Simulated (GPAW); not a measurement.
# Screening of a field by a 9-layer slab of Au(110), part 2 of 2

Aim: the dipole that a field along the normal induces in a 9-layer slab of Au(110).

GPAW 26.7.0; GPAW, PAW setups; slab in vacuum, relaxation (the session's first sound run).

So far, upper work function (eV): step 2 (relaxing the atoms) 4.97; step 3 (plane waves, PBE) 4.97.

### Step 6. Field on

run.py reads:

```python
import json
import numpy as np
from ase import Atoms
from gpaw import GPAW, PW
from gpaw.external import ConstantElectricField

slab = Atoms(
    ['Au', 'Au', 'Au', 'Au', 'Au', 'Au', 'Au', 'Au', 'Au'],
    positions=[
        [0.00000, 0.00000, 7.00000],
        [2.04000, 1.44250, 8.44250],
        [0.00000, 0.00000, 9.88500],
        [2.04000, 1.44250, 11.32749],
        [0.00000, 0.00000, 12.88880],
        [2.04000, 1.44250, 14.40867],
        [-0.00000, 0.00000, 15.92390],
        [2.04000, 1.44250, 17.51630],
        [-0.00000, 0.00000, 18.91137]],
    cell=[[4.08, 0.0, 0.0], [0.0, 2.885, 0.0], [0.0, 0.0, 25.53998]],
    pbc=[True, True, False])

slab.calc = GPAW(mode=PW(400), xc='PBE', kpts={'size': (8, 11, 1), 'gamma': True},
                 occupations={'name': 'fermi-dirac', 'width': 0.1}, nbands='160%',
                 convergence={'density': 1e-05}, maxiter=200,
                 poissonsolver={'dipolelayer': 'xy'},
                 external=ConstantElectricField(-0.05, [0, 0, 1]),
                 symmetry={'tolerance': 1e-3}, txt='slab.txt')
result = {}
energy = slab.get_potential_energy()
fermi = slab.calc.get_fermi_level()
v = slab.calc.get_electrostatic_potential().mean((0, 1)) - fermi
n = slab.calc.get_pseudo_density().mean((0, 1))
L = slab.cell[2, 2]
z = np.arange(len(v)) * L / len(v)
low, high = slab.positions[:, 2].min(), slab.positions[:, 2].max()
below, above = np.interp([low - 4.8, high + 4.8], z, v)
slopes = [np.interp(x, z, np.gradient(v, z)) for x in (low - 4.8, high + 4.8)]
eps = np.array([[slab.calc.get_eigenvalues(k, s) for k in range(len(slab.calc.get_ibz_k_points()))]
                for s in range(slab.calc.get_number_of_spins())]) - fermi
top, bottom = eps[eps < 0].max(), eps[eps > 0].min()
dipole = slab.get_dipole_moment()[2]
print(f'energy {energy:.4f} eV, Fermi level {fermi:.4f} eV, dipole {dipole:.5f} e A')
print(f'potential 4.8 A off the faces, from the Fermi level: lower {below:.4f} eV, upper {above:.4f} eV')
print(f'slope of the potential there: lower {slopes[0]:.5f}, upper {slopes[1]:.5f} eV/A')
print(f'nearest levels on the mesh: {top:.4f} and {bottom:.4f} eV')
print('magnetic moment', round(slab.get_magnetic_moment(), 3))
result.update(energy=energy, fermi=fermi, dipole=dipole, below=below, above=above, slopes=slopes, edges=[top, bottom],
              z=z.tolist(), v=v.tolist(), n=n.tolist(), positions=slab.positions.tolist(),
              forces=slab.get_forces(apply_constraint=False).tolist(), moments=slab.get_magnetic_moments().tolist())
json.dump(result, open('result.json', 'w'))
```

Run with:

```sh
$ OMP_NUM_THREADS=1 OPENBLAS_NUM_THREADS=1 python run.py
```

Output:

```text
energy -26.7399 eV, Fermi level 2.5552 eV, dipole -0.04892 e A
potential 4.8 A off the faces, from the Fermi level: lower 4.5935 eV, upper 5.3456 eV
slope of the potential there: lower -0.00018, upper 0.00023 eV/A
nearest levels on the mesh: -0.0398 and 0.0125 eV
magnetic moment 0.0
```

The job ended after 5 min (1 thread of AMD EPYC 9B45 (Zen 5), shared host; peak memory 0.65 GiB).

### Step 7. Field on

run.py: that of step 6 with these lines changed.

```diff
@@ -25,3 +25,3 @@
                  poissonsolver={'dipolelayer': 'xy'},
-                 external=ConstantElectricField(-0.05, [0, 0, 1]),
+                 external=ConstantElectricField(0.05, [0, 0, 1]),
                  symmetry={'tolerance': 1e-3}, txt='slab.txt')
```

Output:

```text
energy -26.7398 eV, Fermi level 2.5630 eV, dipole 0.04572 e A
potential 4.8 A off the faces, from the Fermi level: lower 5.3029 eV, upper 4.6000 eV
slope of the potential there: lower -0.00028, upper 0.00017 eV/A
nearest levels on the mesh: -0.0397 and 0.0127 eV
magnetic moment 0.0
```

Elapsed: 5.3 min, on 1 thread; peak memory 0.65 GiB.

### Step 8. In a field

run.py: that of step 7 with these lines changed.

```diff
@@ -25,3 +25,3 @@
                  poissonsolver={'dipolelayer': 'xy'},
-                 external=ConstantElectricField(0.05, [0, 0, 1]),
+                 external=ConstantElectricField(0.1, [0, 0, 1]),
                  symmetry={'tolerance': 1e-3}, txt='slab.txt')
```

Output:

```text
energy -26.7433 eV, Fermi level 2.5665 eV, dipole 0.09315 e A
potential 4.8 A off the faces, from the Fermi level: lower 5.6595 eV, upper 4.2275 eV
slope of the potential there: lower -0.00034, upper 0.00014 eV/A
nearest levels on the mesh: -0.0396 and 0.0127 eV
magnetic moment 0.0
```

Elapsed: 5.1 min, on 1 thread; peak memory 0.66 GiB.

The dipole is now 0.0931 e Å, against -0.0023 in the run without a field.

### Step 9. In a field

run.py: that of step 8 with these lines changed.

```diff
@@ -25,3 +25,3 @@
                  poissonsolver={'dipolelayer': 'xy'},
-                 external=ConstantElectricField(0.1, [0, 0, 1]),
+                 external=ConstantElectricField(0.2, [0, 0, 1]),
                  symmetry={'tolerance': 1e-3}, txt='slab.txt')
```

Output:

```text
energy -26.7573 eV, Fermi level 2.5731 eV, dipole 0.18773 e A
potential 4.8 A off the faces, from the Fermi level: lower 6.3711 eV, upper 3.4851 eV
slope of the potential there: lower -0.00033, upper 0.00008 eV/A
nearest levels on the mesh: -0.0394 and 0.0130 eV
magnetic moment 0.0
```

It took 6.3 min on 1 thread; peak memory 0.65 GiB.

The electrostatic potential energy of an electron (without an applied field's), less the Fermi level, planar mean oscillates, so the rows of the table below give means over windows of 1.49 Å about each position, cut where the curve ends. Its maxima inside the range that stand out by 2 % of the span (Å: eV): 1.8: 6.37, 7.7: -5.03, 9.2: -5.62, 10.6: -5.94, 12.1: -4.49, 13.6: -5.31, 15.1: -5.72, 16.7: -4.92, 18.2: -7.69. Its minima: 7.0: -11.6, 8.4: -12.6, 9.9: -13.1, 11.3: -13.1, 12.9: -13.3, 14.4: -13.6, 16.0: -13.8, 17.6: -14.2, 18.8: -13.9.

The electrostatic potential energy of an electron (without an applied field's), less the Fermi level, planar mean by z; means over each step:

z (Å), electrostatic potential energy of an electron (without an applied field's), less the Fermi level, planar mean (eV) and a bar from the least value:
```
     0.74        6.2 ##############################
     2.23        6.4 ##############################
     3.72        6.4 ##############################
     5.21        5.8 #############################
     6.70       -5.4 #########
     8.19       -8.8 ###
     9.68       -9.3 ##
    11.17       -9.3 ##
    12.66       -9.0 ###
    14.15       -9.5 ##
    15.64       -9.7 ##
    17.13       -9.5 ##
    18.62      -10.5 
    20.11        0.9 ####################
    21.60        3.4 #########################
    23.09        3.5 #########################
    24.58        3.5 #########################
```

The dipole is now 0.188 e Å, against -0.0023 in the run without a field.

### Step 10. In a field

run.py: that of step 9 with these lines changed.

```diff
@@ -25,3 +25,3 @@
                  poissonsolver={'dipolelayer': 'xy'},
-                 external=ConstantElectricField(0.2, [0, 0, 1]),
+                 external=ConstantElectricField(0.3, [0, 0, 1]),
                  symmetry={'tolerance': 1e-3}, txt='slab.txt')
```

Output:

```text
energy -26.7808 eV, Fermi level 2.5789 eV, dipole 0.28251 e A
potential 4.8 A off the faces, from the Fermi level: lower 7.0866 eV, upper 2.7434 eV
slope of the potential there: lower -0.00046, upper 0.00002 eV/A
nearest levels on the mesh: -0.0392 and 0.0132 eV
magnetic moment 0.0
```

Elapsed: 4.8 min, on 1 thread; peak memory 0.66 GiB.

The electrostatic potential energy of an electron (without an applied field's), less the Fermi level, planar mean oscillates, so the rows of the table below give means over windows of 1.49 Å about each position, cut where the curve ends. Its maxima inside the range that stand out by 2 % of the span (Å: eV): 1.8: 7.09, 7.7: -4.52, 9.2: -5.26, 10.6: -5.72, 12.1: -4.43, 13.6: -5.39, 15.1: -5.95, 16.7: -5.32, 18.2: -8.23. Its minima: 7.0: -11.0, 8.4: -12.2, 9.9: -12.8, 11.3: -13.0, 12.9: -13.3, 14.4: -13.7, 16.0: -14.1, 17.6: -14.7, 18.8: -14.5.

The electrostatic potential energy of an electron (without an applied field's), less the Fermi level, planar mean by z; means over each step:

```
z (Å)  electrostatic potential energy of an electron (without an applied field's), less the Fermi level, planar mean (eV)
 0.74                                                                                                                6.81
 2.23                                                                                                                7.09
 3.72                                                                                                                7.07
 5.21                                                                                                                6.52
 6.70                                                                                                               -4.80
 8.19                                                                                                               -8.31
 9.68                                                                                                               -8.95
11.17                                                                                                               -9.11
12.66                                                                                                               -8.95
14.15                                                                                                               -9.59
15.64                                                                                                               -9.95
17.13                                                                                                               -9.97
18.62                                                                                                               -11.1
20.11                                                                                                               0.185
21.60                                                                                                                2.71
23.09                                                                                                                2.74
24.58                                                                                                                2.80
```

The dipole is now 0.283 e Å, against -0.0023 in the run without a field.

### Step 11. The series

The members are put on one axis.

This step: induced dipole against applied field (GPAW 26.7.0).

The dipole along the normal by field:

| field (V/Å) | dipole along the normal (e·Å) |
| --- | --- |
| -0.200 | -0.191 |
| -0.100 | -0.0963 |
| -0.050 | -0.0489 |
| 0.000 | -0.00225 |
| 0.050 | 0.0457 |
| 0.100 | 0.0931 |
| 0.200 | 0.188 |
| 0.300 | 0.283 |

### Step 12. A changed run

One more run, with changed settings.

This step: GPAW, PAW setups; slab in vacuum (GPAW 26.7.0).

run.py: that of step 10 with these lines changed.

```diff
@@ -4,3 +4,2 @@
 from gpaw import GPAW, PW
-from gpaw.external import ConstantElectricField
 
@@ -22,6 +21,5 @@
 slab.calc = GPAW(mode=PW(400), xc='PBE', kpts={'size': (8, 11, 1), 'gamma': True},
-                 occupations={'name': 'fermi-dirac', 'width': 0.1}, nbands='160%',
-                 convergence={'density': 1e-05}, maxiter=200,
+                 occupations={'name': 'fermi-dirac', 'width': 1.0}, nbands='160%',
+                 convergence={'density': 1e-05}, maxiter=100,
                  poissonsolver={'dipolelayer': 'xy'},
-                 external=ConstantElectricField(0.3, [0, 0, 1]),
                  symmetry={'tolerance': 1e-3}, txt='slab.txt')
```

Output:

```text
energy -25.3817 eV, Fermi level 2.7131 eV, dipole 0.00106 e A
potential 4.8 A off the faces, from the Fermi level: lower 5.3495 eV, upper 5.3332 eV
slope of the potential there: lower -0.03074, upper 0.02613 eV/A
nearest levels on the mesh: -0.0024 and 0.0058 eV
magnetic moment 0.0
```

Run time: 5.1 min. Hardware: 1 thread; peak memory 0.46 GiB.

The run finished. A setting was moved off its sound value on purpose, so it serves as a test and not as the result.

The fault put into the input: a smearing of electronvolts (width = 1.0).

### Step 13. Results

```json
{"work function, upper and lower face": "4.973 and 4.948 eV", "dipole along the normal": "-0.0023 e Å, near the numerical noise", "induced dipole per field": "0.947 e Å per V/Å", "out-of-plane polarisability per area, α/(ε0 A)": "14.6 Å"}
```

**Reading.** The field induces 0.947 e Å per V/Å, a polarisable thickness α/(ε0 A) of 14.6 Å beside 11.9 Å between the outermost nuclei. A perfect conductor would give the distance between its two image planes; a dielectric of thickness t gives t(1 - 1/ε). The measured value for this face is 5.16 eV (as compiled in "Anisotropic work function of elemental crystals", 2019, arxiv:1902.07811); the relaxed upper face lies 0.19 eV under it with PBE. Measured work functions scatter by a tenth of an eV or more between methods. The clean face reconstructs (W and Mo (100) only when cold), while this slab is an unreconstructed 1×1 cell, so the two are not the same surface. The induced dipole is linear in the field over this range. The small printed dipole stands for a step of 35 meV from the lower to the upper face, and the probes find 25 meV; values this small are near the numerical noise of both. The in-plane lattice was kept as typed, which isn't the functional's own and leaves some strain; spin-orbit coupling and temperature are left out.

[Logs are printed without paths, hosts, clocks, repeated set-up lines and the standing remarks that a program may print on its own settings, such as how far it seeks lower states.]

[Hosts, paths, dates, database ids (printed as entryN), source tags and the programs' standing remarks are cut or masked in the printed files.]
